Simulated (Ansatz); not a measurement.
# H on Cu(110): change of the work function, part 4 of 4

Wanted: Δφ(θ) for H/Cu(110), starting from the hollow site.

Ansatz 0.2.0; plane-wave DFT, PBE, Ansatz PAW.

So far, work function, upper face (eV): step 2 (the clean slab) 4.43; step 3 (37 atoms, coverage 0.111 ML, cell 3x3) 4.40; step 4 (17 atoms, coverage 0.25 ML, cell 2x2) 4.38.

**5. The covered slab, k-mesh 6×6×1, coverage 0.5 ML (continued)**

Step by step:

```tsv
step	energy less that of the first step (eV)	largest force component (eV/Å)
1	0.0000	0.6104
2	-0.0871	0.2397
3	-0.1007	0.0398
4	-0.1015	0.0141
```

The run keeps the 8 symmetry operations that it works with, so distortions that break them were not tested.

The atoms that moved most (Å):

```tsv
atom	dx	dy	dz	length
H18	0.000	0.000	-0.124	0.124
H17	0.000	0.000	-0.124	0.124
Cu8	0.000	-0.006	0.032	0.032
Cu16	0.000	-0.006	0.032	0.032
Cu12	0.000	0.006	0.032	0.032
Cu4	0.000	0.006	0.032	0.032
Cu7	0.000	0.000	-0.013	0.013
Cu15	0.000	0.000	-0.013	0.013
```

Final coordinates:

```xyz
18
Lattice="7.2200 0.0000 0.0000 0.0000 5.1053 0.0000 0.0000 0.0000 22.3950" Properties=species:S:1:pos:R:3
Cu    1.8050    1.2763    9.0000
Cu    0.0000    0.0000   10.2763
Cu    1.8050    1.2763   11.6325
Cu    0.0000    0.0056   12.8270
Cu    1.8050    3.8290    9.0000
Cu    0.0000    2.5527   10.2763
Cu    1.8050    3.8290   11.6157
Cu    0.0000    2.5471   12.8270
Cu    5.4150    1.2763    9.0000
Cu    3.6100    0.0000   10.2763
Cu    5.4150    1.2763   11.6325
Cu    3.6100    0.0056   12.8270
Cu    5.4150    3.8290    9.0000
Cu    3.6100    2.5527   10.2763
Cu    5.4150    3.8290   11.6157
Cu    3.6100    2.5471   12.8270
H     1.8050    1.2763   13.2711
H     5.4150    1.2763   13.2711
```

The density of states has structure finer than the step of the table below, so its rows give means over 0.5 eV, whole bins alone (the curve runs from -8 to 1.98 eV). Peaks (eV: height): -2.95: 73.6, -2.77: 124, -2.62: 77.1, -2.29: 79.1, -1.86: 106, -1.71: 110, -1.65: 112.

Table of density of states by energy, zero at the Fermi level; means over each step:

energy (eV), density of states (states/eV a cell) and a bar:
```
     -7.5          2 
     -7.0          2 
     -6.5          4 #
     -6.0          3 #
     -5.5          4 #
     -5.0          7 ##
     -4.5         18 #######
     -4.0         28 ############
     -3.5         32 ##############
     -3.0         56 ########################
     -2.5         52 ######################
     -2.0         69 ##############################
     -1.5         58 #########################
     -1.0          7 ##
     -0.5          5 ##
      0.0          7 ##
      0.5          4 #
      1.0          6 ##
      1.5          6 ##
```

The relaxation took 4 steps and lowered the energy by 0.10 eV; the largest force on the free atoms ends at 0.014 eV/Å.

The covered face has 4.32 eV, -0.12 eV against the clean one; the bare back face has moved by +0.08 eV, a measure of how thin the slab is.

**6. The covered slab, k-mesh 12×12×1, coverage 1 ML**

System of this step: Cu4H (H/Cu(110)). The cell holds 5 atoms: 4 Cu and 1 H. Cell: a = 3.610 Å, b = 2.553 Å, c = 22.395 Å, α = 90.0°, β = 90.0°, γ = 90.0°. Vacuum lies along c.

Another coverage, to see how the dipoles act on each other as their distance changes.

File input.yaml:

```yaml
crystal:
  lattice:
    - [3.61, 0.0, 0.0]
    - [0.0, 2.5526554801, 0.0]
    - [0.0, 0.0, 22.3950407962]
  atoms:
    - { symbol: Cu, position: [0.5, 0.5, 0.4018746865] }
    - { symbol: Cu, position: [0.0, 0.0, 0.4588662211] }
    - { symbol: Cu, position: [0.5, 0.5, 0.5192531585] }
    - { symbol: Cu, position: [0.0, 0.0, 0.5713336677] }
    - { symbol: H, position: [0.5, 0.5, 0.5981253135] }
kpoints:
  mp_grid: { grid: [12, 12, 1] }
hamiltonian:
  xc: pbe
scf:
  occupations: { method: fermi_dirac, width: 0.1 }
  convergence: { dr2_threshold: 1.0e-08 }
efield:
  axis: 3
  dipole_correction: true
  ramp_position: 0.97
  ramp_width: 0.06
relax:
  f_tol: 0.02
  max_steps: 60
  constraints: [{ sites: [0, 1] }]
output:
  write_potential: true
  write_density: true
  volumetric_format: npy
```

Command:

```bash
> ansatz run input.yaml --threads 4 --pin off --max-ram 16384MiB --backend cpu --events-out ev --progress --plain --runs-dir out
```

Numbers of over 12 decimals in the logs are rounded to 6 here.

What it wrote:

```text
[...]
Crystal: 5 atoms, lattice volume = 206.372 Å³
Basis set: ecut = 420 eV, 4051 PW (Γ), exchange–correlation on 50×36×300 points (8 copies of the dense FFT grid, shifted against one another)
Bands: 47, of which v1, the nominal top of the filled ones, is band 39 counted from 1 (38 counted from 0)
Symmetry: 4 space group operations
[...]
--- Relaxed structure (5 steps of the walk, 5 accepted, 0 SCFs on fresh bases) ---
  F+E_penalty+E_count = -26514.53910054 eV   max|allowed force component| = 5.866e-4 eV/Å
  atoms:
    - { symbol: Cu, position: [0.5, 0.5, 0.4018746865] }
    - { symbol: Cu, position: [0.0, 0.0, 0.458866] }
    - { symbol: Cu, position: [0.5, 0.5, 0.518620] }
    - { symbol: Cu, position: [0.0, 0.0, 0.574396] }
    - { symbol: H, position: [0.5, 0.5, 0.591632] }
[key lines of the parts left out:]
SCF converged after 8 iterations
Free energy (F): -26514.539101 eV
Fermi energy:    0.635790 eV
Dipole field:    D = 0.013268 V/Å  (p = 0.015132 e·Å, saw-weighted, corrected)
Work function:   Φ+ = 4.2264 eV   Φ− = 4.5235 eV
```

Run time: 72 s. Hardware: 4 threads of Intel Xeon Platinum 8259CL at 2.50GHz (Skylake/Cascade Lake), shared host; peak memory 0.79 GiB; 4.6 min of CPU time.

Relaxation path:

```tsv
step	energy less that of the first step (eV)	largest force component (eV/Å)
1	0.0000	0.7202
2	-0.0636	0.2265
3	-0.0707	0.0530
4	-0.0709	0.0275
5	-0.0711	0.0006
```

The run keeps the 4 symmetry operations that it works with, so distortions that break them were not tested.

The atoms that moved most (Å):

```tsv
atom	dx	dy	dz	length
H5	0.000	0.000	-0.145	0.145
Cu4	0.000	0.000	0.069	0.069
Cu3	0.000	0.000	-0.014	0.014
```

Final coordinates:

```xyz
5
Lattice="3.6100 0.0000 0.0000 0.0000 2.5527 0.0000 0.0000 0.0000 22.3950" Properties=species:S:1:pos:R:3
Cu    1.8050    1.2763    9.0000
Cu    0.0000    0.0000   10.2763
Cu    1.8050    1.2763   11.6145
Cu    0.0000    0.0000   12.8636
H     1.8050    1.2763   13.2496
```

The relaxation took 5 steps and lowered the energy by 0.071 eV; the largest force on the free atoms ends at 5.9e-4 eV/Å.

The covered face has 4.23 eV, -0.21 eV against the clean one; the bare back face has moved by +0.10 eV, a measure of how thin the slab is.

**7. Work function against coverage**

This step: plane-wave DFT, PBE, Ansatz PAW; work function against coverage (Ansatz 0.2.0).

The runs are now put side by side.

This step gave:

```
work function of the clean face     : 4.434 eV
largest change of the work function : -0.2076 eV
```

Work function of the covered face against coverage:

```tsv
coverage (adsorbates/nm²)	work function of the covered face (eV)
0.00	4.43
1.21	4.40
2.71	4.38
5.43	4.32
10.85	4.23
```

The dipole per adsorbate comes from the change of the cell's dipole. Coverage, by row:

```tsv
coverage (1/nm²)	coverage (ML)	work function (eV)	change (eV)	dipole per adsorbate, positive end outwards (debye)	mean height of the added atoms over the highest substrate atom (Å)
1.206	0.1111	4.403	-0.03125	0.089	0.4494
2.713	0.25	4.38	-0.05421	0.08	0.451
5.426	0.5	4.316	-0.1175	0.094	0.4441
10.85	1	4.226	-0.2076	0.074	0.386
```

**8. Results**

- work function of the clean face: 4.43 eV
- work function at 0.11 ML: 4.40 eV
- work function at 0.25 ML: 4.38 eV
- work function at 0.5 ML: 4.32 eV
- work function at 1 ML: 4.23 eV
- dipole per adsorbate at 0.11 ML, positive end outwards: 0.09 D

**Reading.** At the lowest coverage H changes the work function of Cu(110) by under 0.15 eV, within the error of so thin a slab; the largest change, -0.21 eV, comes at higher coverage. The slab has 4 layers, at the tabulated experimental lattice constant, one starting site was run, and quantum-size effects of a slab this thin can reach one or two tenths of an eV.

[Logs are printed without paths, hosts, clocks, repeated set-up lines and the standing remarks that a program may print on its own settings, such as how far it seeks lower states.]

[Hosts, paths, dates, database ids (printed as entryN), source tags and the programs' standing remarks are cut or masked in the printed files.]

[Maps of the electrostatic potential energy from Ansatz leave out the sawtooth potential of an applied field or a dipole correction, so their vacuum need not be flat; planar profiles and work functions include it.]

[The density of states shown here was stored with 400 of the rows of the run's finer table, so its peaks can read low, often by over a quarter, or be missed, and its means over a window can be off by a tenth or more.]
